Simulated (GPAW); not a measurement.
## Core-hole calculation of the P K edge in ZrCu2P2 (P-3m1)

Aim: the near-edge shape at the P K edge of ZrCu2P2 (P-3m1), and what the core hole does to it.

Main program and level: GPAW 26.7.0; X-ray absorption from dipole matrix elements to empty bands, plane-wave PAW LDA.

Most raw output is cut from this account.

## (1) Set-up

It takes space group P-3m1 (No. 164, trigonal). Conventional cell: a = 3.797 Å, b = 3.797 Å, c = 6.153 Å, α = 90.00°, β = 90.00°, γ = 120.00°. Zr has 6 P at 2.69 Å nearest. Cu has 4 P at 2.29 to 2.38 Å nearest. Nearest to P lie 4 Cu at 2.29 to 2.38 Å and 3 Zr at 2.69 Å. Farther neighbours are not listed.

## (2) Ground state of the crystal

The ground state comes first: it tells whether the system has a gap, which decides how the excited electron is treated.

Contents of scf.py:

```python
import numpy as np
from ase import Atoms
from ase.parallel import parprint, paropen
from gpaw import GPAW, PW, FermiDirac, Mixer, MixerDif, setup_paths
from gpaw.test import gen
setup_paths.insert(0, '.')
gen('P', name='nch1s', xcname='LDA', corehole=(1, 0, 0), write_xml=True)
from gpaw.mpi import world
world.barrier()

atoms = Atoms('ZrCu2P2',
    cell=[[3.79715394, 0, 0],
     [-1.89857697, 3.28843177, 0],
     [0, 0, 6.15259226]],
    scaled_positions=[[0, 0, 0],
     [0.33333333, 0.66666667, 0.63888812],
     [0.66666667, 0.33333333, 0.36111188],
     [0.33333333, 0.66666667, 0.25217355],
     [0.66666667, 0.33333333, 0.74782645]],
    pbc=True)
atoms.calc = calc = GPAW(legacy_gpaw=True, mode=PW(430), xc='LDA', setups={3: 'nch1s'},
    kpts={'size': (8, 8, 4), 'gamma': True}, occupations=FermiDirac(0.05),
    charge=0, mixer=Mixer(0.1, 5, 50), maxiter=150,
    convergence={'density': 0.0001}, txt='scf.txt')
energy = atoms.get_potential_energy() + calc.get_reference_energy()
ef = calc.get_fermi_level()
out = dict(energy=energy, fermi=ef, forces=atoms.get_forces().tolist())
parprint(f'all-electron energy {energy:.4f} eV, Fermi level {ef:.4f} eV')
ev = np.array([[calc.get_eigenvalues(k, s) for k in range(len(calc.get_ibz_k_points()))] for s in range(calc.get_number_of_spins())])
out['homo'], out['lumo'], out['counts'] = ev[ev < ef].max(), ev[ev > ef].min(), sorted(set((ev < ef).sum((0, 2)).tolist()))
out['filled'] = (ev[:, 0] < ef).sum(1).tolist()
import json
with paropen('out.json', 'w') as f:
    json.dump(out, f)
```

Run with:

```sh
$ OMP_NUM_THREADS=1 mpirun -n 4 gpaw python scf.py
```

Run time: 19 s. Hardware: 4 MPI ranks of Arm Neoverse V2, shared host; peak memory 0.22 GiB; 76 s of CPU time.

The mesh shows no gap, so the system is treated as a metal and the core electron is put at the Fermi level (neutral cell).

## (3) Spectrum without a core hole, P atom 4

Without a hole the spectrum is the empty density of states of the right symmetry on the absorber, weighted by matrix elements. It needs only the small cell and serves as the baseline. The data set with a hole of occupation 0 only carries the core orbital.

The absorber has 3 Cu at 2.29 Å, 1 Cu at 2.38 Å and 3 Zr at 2.69 Å (7-fold, site symmetry 3m).

Contents of xas.py:

```python
import numpy as np
from ase import Atoms
from ase.parallel import parprint, paropen
from gpaw import GPAW, PW, FermiDirac, Mixer, MixerDif, setup_paths
from gpaw.test import gen
setup_paths.insert(0, '.')
gen('P', name='nch1s', xcname='LDA', corehole=(1, 0, 0), write_xml=True)
from gpaw.mpi import world
world.barrier()

atoms = Atoms('ZrCu2P2',
    cell=[[3.79715394, 0, 0],
     [-1.89857697, 3.28843177, 0],
     [0, 0, 6.15259226]],
    scaled_positions=[[0, 0, 0],
     [0.33333333, 0.66666667, 0.63888812],
     [0.66666667, 0.33333333, 0.36111188],
     [0.33333333, 0.66666667, 0.25217355],
     [0.66666667, 0.33333333, 0.74782645]],
    pbc=True)
atoms.calc = calc = GPAW(legacy_gpaw=True, mode=PW(430), xc='LDA', setups={3: 'nch1s'},
    kpts={'size': (10, 10, 6), 'gamma': True}, occupations=FermiDirac(0.1),
    charge=0, mixer=Mixer(0.1, 5, 50), maxiter=150,
    convergence={'density': 0.0001}, txt='scf.txt')
energy = atoms.get_potential_energy() + calc.get_reference_energy()
ef = calc.get_fermi_level()
out = dict(energy=energy, fermi=ef, forces=atoms.get_forces().tolist())
parprint(f'all-electron energy {energy:.4f} eV, Fermi level {ef:.4f} eV')
ev = np.array([[calc.get_eigenvalues(k, s) for k in range(len(calc.get_ibz_k_points()))] for s in range(calc.get_number_of_spins())])
out['homo'], out['lumo'], out['counts'] = ev[ev < ef].max(), ev[ev > ef].min(), sorted(set((ev < ef).sum((0, 2)).tolist()))
out['filled'] = (ev[:, 0] < ef).sum(1).tolist()

from ase.units import Ha
from gpaw.xas import dipole_matrix_elements
nb = int(calc.get_number_of_electrons() / 2) + 54
top, nb = nb, nb + 8 + nb // 12
nscf = calc.fixed_density(kpts={'size': (9, 9, 5), 'gamma': True}, nbands=nb,
    convergence={'bands': top, 'eigenstates': 1e-5}, maxiter=60, txt='nscf.txt')
cell = atoms.cell.array
ops = [cell.T @ U.T @ np.linalg.inv(cell.T) for U in nscf.wfs.kd.symmetry.op_scc]
E = np.arange(-25, 34, 0.1)
fwhm = np.interp(E, [4, 25], [0.9, 3.5])
Y, X, zero, highest = 0, 0, 1e9, 1e9
for spin in range(nscf.get_number_of_spins()):
    wfs = nscf.wfs
    A = dipole_matrix_elements(wfs.setups[3])
    eps = np.zeros((wfs.kd.nibzkpts, nb))
    d = np.zeros((3, A.shape[1], wfs.kd.nibzkpts, nb), complex)
    for kpt in wfs.kpt_u:
        if kpt.s == spin and 3 in kpt.P_ani:
            eps[kpt.k] = kpt.eps_n * Ha
            d[:, :, kpt.k] = (kpt.weight * wfs.nspins / 2) ** 0.5 * np.inner(A, kpt.P_ani[3])
    world.sum(eps)
    world.sum(d)
    T = np.einsum('amkn,bmkn->abkn', d, d.conj()).real
    T = sum(np.einsum('ai,ijkn,bj->abkn', R, T, R) for R in ops) / len(ops)
    empty = eps > ef
    zero, highest = min(zero, eps[empty].min()), min(highest, eps[:, top - 1].min())
    lines = [(eps, T, empty)] if spin == 0 else lines + [(eps, T, empty)]
for eps, T, empty in lines:
    f = np.einsum('aakn->akn', T).reshape(3, -1)
    x = eps.ravel() - zero
    w = np.interp(x, E, fwhm) / 2.35482
    g = np.exp(-0.5 * ((E[:, None] - x) / w) ** 2) / (w * (2 * np.pi) ** 0.5)
    Y = Y + (f * empty.ravel()) @ g.T
    X = X + (f * ~empty.ravel()) @ g.T
out.update(E=E.round(2).tolist(), xas=Y.tolist(), xes=X.tolist(), zero=zero, valid=highest - zero, nk=len(eps), nb=nb)
for i in range(0, len(E), 10):
    parprint(f'{E[i]:7.2f}', *(f'{v:10.3e}' for v in Y[:, i]))
import json
with paropen('out.json', 'w') as f:
    json.dump(out, f)
```

Run with:

```sh
$ OMP_NUM_THREADS=1 mpirun -n 4 gpaw python xas.py
```

Run time: 77 s. Hardware: 4 MPI ranks; peak memory 0.44 GiB; 5.1 min of CPU time.

The P K spectrum, P atom 4, no core hole (energy from the lowest empty level; intensity scaled to a mean of 1 over the first 20 eV; polarised curves are means over the symmetry-equivalent atoms):

```tsv
E (eV)	isotropic	ε ⊥ c	ε ∥ c
-2.0	0.00	0.00	0.00
-1.5	0.00	0.00	0.00
-1.0	0.00	0.00	0.00
-0.5	0.05	0.04	0.07
0.0	0.31	0.22	0.48
0.5	0.65	0.48	0.99
1.0	0.80	0.77	0.84
1.5	0.95	1.06	0.72
2.0	1.01	1.03	0.97
2.5	0.94	0.86	1.10
3.0	0.73	0.68	0.82
3.5	0.64	0.64	0.64
4.0	0.67	0.65	0.72
4.5	0.72	0.67	0.81
5.0	0.84	0.81	0.90
5.5	1.01	0.98	1.07
6.0	1.13	1.09	1.21
6.5	1.27	1.24	1.33
7.0	1.40	1.37	1.45
7.5	1.48	1.46	1.50
8.0	1.48	1.49	1.48
8.5	1.45	1.47	1.43
9.0	1.39	1.43	1.31
9.5	1.31	1.37	1.19
10.0	1.23	1.29	1.10
10.5	1.14	1.20	1.02
11.0	1.08	1.14	0.95
11.5	1.06	1.12	0.94
12.0	1.06	1.09	1.00
12.5	1.04	1.03	1.07
13.0	1.02	0.97	1.10
13.5	1.00	0.95	1.09
14.0	0.99	0.95	1.06
14.5	0.98	0.96	1.03
15.0	0.96	0.94	1.01
15.5	0.95	0.92	1.00
16.0	0.93	0.92	0.96
16.5	0.92	0.93	0.91
17.0	0.91	0.93	0.86
17.5	0.90	0.93	0.83
18.0	0.88	0.91	0.82
18.5	0.85	0.87	0.81
19.0	0.81	0.82	0.80
19.5	0.77	0.77	0.78
20.0	0.74	0.73	0.76
20.5	0.71	0.70	0.72
21.0	0.69	0.69	0.68
21.5	0.67	0.68	0.65
22.0	0.66	0.67	0.63
22.5	0.65	0.66	0.61
23.0	0.64	0.65	0.61
23.5	0.63	0.64	0.61
24.0	0.62	0.62	0.61
24.5	0.61	0.60	0.61
25.0	0.60	0.59	0.61
25.5	0.60	0.59	0.61
26.0	0.61	0.60	0.63
26.5	0.65	0.64	0.66
27.0	0.71	0.71	0.70
27.5	0.78	0.79	0.75
28.0	0.86	0.89	0.80
28.5	0.94	0.98	0.86
29.0	1.01	1.07	0.90
29.5	1.06	1.12	0.93
30.0	1.08	1.14	0.96
30.5	1.08	1.13	0.97
31.0	1.05	1.09	0.98
31.5	1.02	1.04	0.98
32.0	0.98	0.98	0.97
```

Main maxima below 24 eV (height): 2.0 eV (1.01) and 7.8 eV (1.49). A K edge sees empty p states on the absorber.

The same matrix elements for filled bands give the P K emission of P atom 4 (ground-state approximation; energy from the lowest empty level, largest value 1):

```tsv
E (eV)	emission
-24.00	0.00
-23.25	0.00
-22.50	0.00
-21.75	0.00
-21.00	0.00
-20.25	0.00
-19.50	0.00
-18.75	0.00
-18.00	0.00
-17.25	0.00
-16.50	0.00
-15.75	0.00
-15.00	0.00
-14.25	0.00
-13.50	0.00
-12.75	0.00
-12.00	0.01
-11.25	0.01
-10.50	0.00
-9.75	0.00
-9.00	0.00
-8.25	0.00
-7.50	0.02
-6.75	0.29
-6.00	0.52
-5.25	0.73
-4.50	0.84
-3.75	0.21
-3.00	0.24
-2.25	0.39
-1.50	0.46
-0.75	0.30
0.00	0.06
0.75	0.00
1.50	0.00
2.25	0.00
3.00	0.00
```

Emission maxima: -4.8 eV (1.00) and -1.4 eV (0.46).

## (4) Reference energy of the supercell

The photon energy needs a difference of total energies, so the cell and mesh of the coming hole run are first run without a hole.

scf.py, as its differences from that of step 2:

```diff
@@ -10,14 +10,24 @@
 
-atoms = Atoms('ZrCu2P2',
-    cell=[[3.79715394, 0, 0],
-     [-1.89857697, 3.28843177, 0],
-     [0, 0, 6.15259226]],
+atoms = Atoms('Zr3Cu6P6',
+    cell=[[5.69573091, 3.28843177, 0],
+     [0, -6.57686354, 0],
+     [1.89857697, 3.28843177, -6.15259226]],
     scaled_positions=[[0, 0, 0],
-     [0.33333333, 0.66666667, 0.63888812],
-     [0.66666667, 0.33333333, 0.36111188],
-     [0.33333333, 0.66666667, 0.25217355],
-     [0.66666667, 0.33333333, 0.74782645]],
+     [0.33333333, 0.66666667, 0],
+     [0.66666667, 0.33333333, 0],
+     [0.21296271, 0.45370396, 0.36111188],
+     [0.54629604, 0.12037063, 0.36111188],
+     [0.87962937, 0.78703729, 0.36111188],
+     [0.45370396, 0.87962937, 0.63888812],
+     [0.78703729, 0.54629604, 0.63888812],
+     [0.12037063, 0.21296271, 0.63888812],
+     [0.08405785, 0.58260882, 0.74782645],
+     [0.41739118, 0.24927548, 0.74782645],
+     [0.75072452, 0.91594215, 0.74782645],
+     [0.58260882, 0.75072452, 0.25217355],
+     [0.91594215, 0.41739118, 0.25217355],
+     [0.24927548, 0.08405785, 0.25217355]],
     pbc=True)
-atoms.calc = calc = GPAW(legacy_gpaw=True, mode=PW(430), xc='LDA', setups={3: 'nch1s'},
-    kpts={'size': (8, 8, 4), 'gamma': True}, occupations=FermiDirac(0.05),
+atoms.calc = calc = GPAW(legacy_gpaw=True, mode=PW(430), xc='LDA', setups={9: 'nch1s'},
+    kpts={'size': (5, 5, 5), 'gamma': True}, occupations=FermiDirac(0.1),
     charge=0, mixer=Mixer(0.1, 5, 50), maxiter=150,
```

Run with:

```sh
$ OMP_NUM_THREADS=1 mpirun -n 4 gpaw python scf.py
```

The job ended after 3 min (4 MPI ranks; peak memory 0.46 GiB).

Reference energy: -618800.998 eV with the cores included.

## (5) Spectrum with XCH, P atom 4

The holes are 6.6 Å apart. In GPAW the data set carries the hole's charge, so charge=0 means a charged cell and charge=-1 a neutral one. The excited electron is kept in the cell, where it fills the lowest empty states and screens the hole. After the field has converged, empty bands are computed with the density fixed and the dipole matrix elements are summed.

xas.py, as its differences from that of step 3:

```diff
@@ -6,3 +6,3 @@
 setup_paths.insert(0, '.')
-gen('P', name='nch1s', xcname='LDA', corehole=(1, 0, 0), write_xml=True)
+gen('P', name='fch1s', xcname='LDA', corehole=(1, 0, 1), write_xml=True)
 from gpaw.mpi import world
@@ -10,15 +10,25 @@
 
-atoms = Atoms('ZrCu2P2',
-    cell=[[3.79715394, 0, 0],
-     [-1.89857697, 3.28843177, 0],
-     [0, 0, 6.15259226]],
+atoms = Atoms('Zr3Cu6P6',
+    cell=[[5.69573091, 3.28843177, 0],
+     [0, -6.57686354, 0],
+     [1.89857697, 3.28843177, -6.15259226]],
     scaled_positions=[[0, 0, 0],
-     [0.33333333, 0.66666667, 0.63888812],
-     [0.66666667, 0.33333333, 0.36111188],
-     [0.33333333, 0.66666667, 0.25217355],
-     [0.66666667, 0.33333333, 0.74782645]],
+     [0.33333333, 0.66666667, 0],
+     [0.66666667, 0.33333333, 0],
+     [0.21296271, 0.45370396, 0.36111188],
+     [0.54629604, 0.12037063, 0.36111188],
+     [0.87962937, 0.78703729, 0.36111188],
+     [0.45370396, 0.87962937, 0.63888812],
+     [0.78703729, 0.54629604, 0.63888812],
+     [0.12037063, 0.21296271, 0.63888812],
+     [0.08405785, 0.58260882, 0.74782645],
+     [0.41739118, 0.24927548, 0.74782645],
+     [0.75072452, 0.91594215, 0.74782645],
+     [0.58260882, 0.75072452, 0.25217355],
+     [0.91594215, 0.41739118, 0.25217355],
+     [0.24927548, 0.08405785, 0.25217355]],
     pbc=True)
-atoms.calc = calc = GPAW(legacy_gpaw=True, mode=PW(430), xc='LDA', setups={3: 'nch1s'},
-    kpts={'size': (10, 10, 6), 'gamma': True}, occupations=FermiDirac(0.1),
-    charge=0, mixer=Mixer(0.1, 5, 50), maxiter=150,
+atoms.calc = calc = GPAW(legacy_gpaw=True, mode=PW(430), xc='LDA', setups={9: 'fch1s'},
+    kpts={'size': (5, 5, 5), 'gamma': True}, occupations=FermiDirac(0.1),
+    charge=-1, mixer=Mixer(0.1, 5, 50), maxiter=150,
     convergence={'density': 0.0001}, txt='scf.txt')
@@ -34,5 +44,5 @@
 from gpaw.xas import dipole_matrix_elements
-nb = int(calc.get_number_of_electrons() / 2) + 54
+nb = int(calc.get_number_of_electrons() / 2) + 155
 top, nb = nb, nb + 8 + nb // 12
-nscf = calc.fixed_density(kpts={'size': (9, 9, 5), 'gamma': True}, nbands=nb,
+nscf = calc.fixed_density(kpts={'size': (6, 6, 6), 'gamma': True}, nbands=nb,
     convergence={'bands': top, 'eigenstates': 1e-5}, maxiter=60, txt='nscf.txt')
@@ -40,3 +50,3 @@
 ops = [cell.T @ U.T @ np.linalg.inv(cell.T) for U in nscf.wfs.kd.symmetry.op_scc]
-E = np.arange(-25, 34, 0.1)
+E = np.arange(-6, 34, 0.1)
 fwhm = np.interp(E, [4, 25], [0.9, 3.5])
@@ -45,3 +55,3 @@
     wfs = nscf.wfs
-    A = dipole_matrix_elements(wfs.setups[3])
+    A = dipole_matrix_elements(wfs.setups[9])
     eps = np.zeros((wfs.kd.nibzkpts, nb))
@@ -49,5 +59,5 @@
     for kpt in wfs.kpt_u:
-        if kpt.s == spin and 3 in kpt.P_ani:
+        if kpt.s == spin and 9 in kpt.P_ani:
             eps[kpt.k] = kpt.eps_n * Ha
-            d[:, :, kpt.k] = (kpt.weight * wfs.nspins / 2) ** 0.5 * np.inner(A, kpt.P_ani[3])
+            d[:, :, kpt.k] = (kpt.weight * wfs.nspins / 2) ** 0.5 * np.inner(A, kpt.P_ani[9])
     world.sum(eps)
```

Run with:

```sh
$ OMP_NUM_THREADS=1 mpirun -n 4 gpaw python xas.py
```

The job ended after 16 min (4 MPI ranks; peak memory 1.3 GiB).

The P K spectrum, P atom 4, excited-electron core hole (neutral cell) (energy from the lowest empty level; intensity scaled to a mean of 1 over the first 20 eV; polarised curves are means over the symmetry-equivalent atoms):

```tsv
E (eV)	isotropic	ε ⊥ c	ε ∥ c
-2.00	0.00	0.00	0.00
-1.25	0.00	0.00	0.00
-0.50	0.09	0.06	0.15
0.25	0.70	0.59	0.90
1.00	1.07	1.19	0.83
1.75	1.08	1.05	1.14
2.50	0.83	0.78	0.94
3.25	0.78	0.77	0.81
4.00	0.97	0.92	1.07
4.75	1.31	1.27	1.39
5.50	1.52	1.52	1.53
6.25	1.61	1.66	1.50
7.00	1.60	1.67	1.46
7.75	1.39	1.43	1.31
8.50	1.21	1.24	1.15
9.25	1.12	1.17	1.03
10.00	0.99	1.04	0.90
10.75	0.91	0.93	0.86
11.50	0.91	0.90	0.93
12.25	0.90	0.86	0.99
13.00	0.85	0.81	0.94
13.75	0.84	0.82	0.87
14.50	0.85	0.85	0.85
15.25	0.85	0.85	0.84
16.00	0.83	0.84	0.79
16.75	0.80	0.84	0.74
17.50	0.78	0.81	0.73
18.25	0.74	0.75	0.73
19.00	0.70	0.69	0.71
19.75	0.65	0.64	0.68
20.50	0.63	0.63	0.63
21.25	0.62	0.63	0.60
22.00	0.62	0.64	0.59
22.75	0.62	0.63	0.61
23.50	0.62	0.62	0.63
24.25	0.63	0.62	0.65
25.00	0.65	0.64	0.68
25.75	0.72	0.72	0.72
26.50	0.83	0.85	0.79
27.25	0.96	1.00	0.87
28.00	1.06	1.12	0.94
28.75	1.11	1.17	0.99
29.50	1.09	1.14	1.01
30.25	1.03	1.05	1.00
31.00	0.95	0.93	0.99
```

Main maxima below 24 eV (height): 1.4 eV (1.15) and 6.6 eV (1.64). 

The total-energy difference is 2146.95 eV. One term is added: -15.84 eV, since the hole is spin-paired here and a spin-polarised one costs that much less in the free atom (computed apart). The photon energy is then 2131.11 eV. The functional leaves an error in such absolute values: in the free atom LDA prices this hole 8.5 eV below PBE (computed apart), and PBE is itself good to a few eV.

## (6) Spectrum with FCH, P atom 4

The holes are 6.6 Å apart. In GPAW the data set carries the hole's charge, so charge=0 means a charged cell and charge=-1 a neutral one. The excited electron is left out and a uniform background balances the charge. After the field has converged, empty bands are computed with the density fixed and the dipole matrix elements are summed.

Changed against the first core-hole run: core hole to FCH.

xas.py, as its differences from that of step 5:

```diff
@@ -32,3 +32,3 @@
     kpts={'size': (5, 5, 5), 'gamma': True}, occupations=FermiDirac(0.1),
-    charge=-1, mixer=Mixer(0.1, 5, 50), maxiter=150,
+    charge=0, mixer=Mixer(0.1, 5, 50), maxiter=150,
     convergence={'density': 0.0001}, txt='scf.txt')
```

The job ended after 16 min (4 MPI ranks; peak memory 1.3 GiB; 65 min of CPU time).

```tsv
E (eV)	first run	this run
-2.0	0.00	0.00
-1.0	0.00	0.00
0.0	0.47	0.32
1.0	1.07	0.97
2.0	1.01	1.11
3.0	0.78	0.78
4.0	0.97	0.81
5.0	1.40	1.26
6.0	1.58	1.54
7.0	1.60	1.64
8.0	1.32	1.42
9.0	1.15	1.20
10.0	0.99	1.06
11.0	0.90	0.91
12.0	0.91	0.91
13.0	0.85	0.88
14.0	0.84	0.84
15.0	0.85	0.85
16.0	0.83	0.84
17.0	0.80	0.81
18.0	0.76	0.78
19.0	0.70	0.72
20.0	0.64	0.66
21.0	0.62	0.63
22.0	0.62	0.62
23.0	0.62	0.62
24.0	0.62	0.62
25.0	0.65	0.64
26.0	0.75	0.71
27.0	0.91	0.85
28.0	1.06	1.01
29.0	1.11	1.10
30.0	1.06	1.08
31.0	0.95	0.99
```

Against the first run the r.m.s. difference is 7 %. The highest intensity below 16 eV goes from 6.6 eV (1.64) to 7.0 eV (1.64).

The photon energy of the zero moves by -0.21 eV.

## (7) Spectrum with XCH, P atom 4

A test of how far the result depends on this setting.

Changed against the first core-hole run: broadening from Gaussian full width 0.9 eV up to 4 eV, rising linearly to 3.5 eV at 25 eV to Gaussian full width 0.5 eV up to 4 eV, rising linearly to 1.5 eV at 25 eV.

xas.py, as its differences from that of step 6:

```diff
@@ -32,3 +32,3 @@
     kpts={'size': (5, 5, 5), 'gamma': True}, occupations=FermiDirac(0.1),
-    charge=0, mixer=Mixer(0.1, 5, 50), maxiter=150,
+    charge=-1, mixer=Mixer(0.1, 5, 50), maxiter=150,
     convergence={'density': 0.0001}, txt='scf.txt')
@@ -51,3 +51,3 @@
 E = np.arange(-6, 34, 0.1)
-fwhm = np.interp(E, [4, 25], [0.9, 3.5])
+fwhm = np.interp(E, [4, 25], [0.5, 1.5])
 Y, X, zero, highest = 0, 0, 1e9, 1e9
```

Wall time 9.3 min (4 MPI ranks); peak memory 0.04 GiB.

The run was cut off at its time limit.

The time allowed ran out, so this step gives no result.

## (8) With and without the hole

Both curves are counted from their own zero, so only the shift of weight within the empty states shows.

```tsv
E (eV)	no hole	XCH
-2.0	0.00	0.00
-1.0	0.00	0.00
0.0	0.31	0.47
1.0	0.80	1.07
2.0	1.01	1.01
3.0	0.73	0.78
4.0	0.67	0.97
5.0	0.84	1.40
6.0	1.13	1.58
7.0	1.40	1.60
8.0	1.48	1.32
9.0	1.39	1.15
10.0	1.23	0.99
11.0	1.08	0.90
12.0	1.06	0.91
13.0	1.02	0.85
14.0	0.99	0.84
15.0	0.96	0.85
16.0	0.93	0.83
17.0	0.91	0.80
18.0	0.88	0.76
19.0	0.81	0.70
20.0	0.74	0.64
21.0	0.69	0.62
22.0	0.66	0.62
23.0	0.64	0.62
24.0	0.62	0.62
25.0	0.60	0.65
26.0	0.61	0.75
27.0	0.71	0.91
28.0	0.86	1.06
29.0	1.01	1.11
30.0	1.08	1.06
31.0	1.05	0.95
```

With each curve scaled to its own mean, the area from −2 to 6 eV with the hole is 6.5 against 4.9, and the centre of weight from −1 to 20 eV moves by -0.8 eV: the hole pulls the absorber's empty states down.

## (9) Summary of results

- absorber and edge: P K, atom 4 of the ground-state input (counted from 1)
- surroundings: 3 Cu at 2.29 Å, 1 Cu at 2.38 Å and 3 Zr at 2.69 Å (7-fold, site symmetry 3m)
- highest intensity below 16 eV: 6.6 eV above the zero, height 1.64
- photon energy of the zero, with the added terms: 2131.1 eV (raw 2146.9 eV; LDA puts this hole about 8 eV below PBE, itself good to a few eV)

What this shows: The P K edge of atom 4, with 3 Cu at 2.29 Å, 1 Cu at 2.38 Å and 3 Zr at 2.69 Å (7-fold, site symmetry 3m), has its highest intensity of the first 16 eV at 6.6 eV above the zero, near 2138 eV in photon energy (LDA puts this hole about 8 eV below PBE, itself good to a few eV), 1.6 times the mean level of the first 20 eV (Gaussian full width 0.9 eV up to 4 eV, rising linearly to 3.5 eV at 25 eV). With each curve scaled to its own mean, the area from −2 to 6 eV with the hole is 6.5 against 4.9, and the centre of weight from −1 to 20 eV moves by -0.8 eV: the hole pulls the absorber's empty states down. Changing the core hole to FCH alters the shape by 7 % r.m.s., so the result is insensitive to this choice. At the P K edge of atom 4 polarisation matters most near 1.1 eV, where the curves differ by 0.4 on this scale. The structure is a computed Materials Project entry and may be a hypothetical form.

[Logs are printed without paths, hosts, clocks, repeated set-up lines and the standing remarks that a program may print on its own settings, such as how far it seeks lower states.]

[Hosts, paths, dates, database ids (printed as entryN), source tags and the programs' standing remarks are cut or masked in the printed files.]

[Lists of maxima count a maximum above −3 eV only where it reaches 4 % of the highest in the window and stands out from its surroundings by 2 % of it (1.5 % where it reaches 55 %); shoulders and weaker maxima are passed over, and of the rest the first, up to two pre-edge ones and the few strongest are named.]
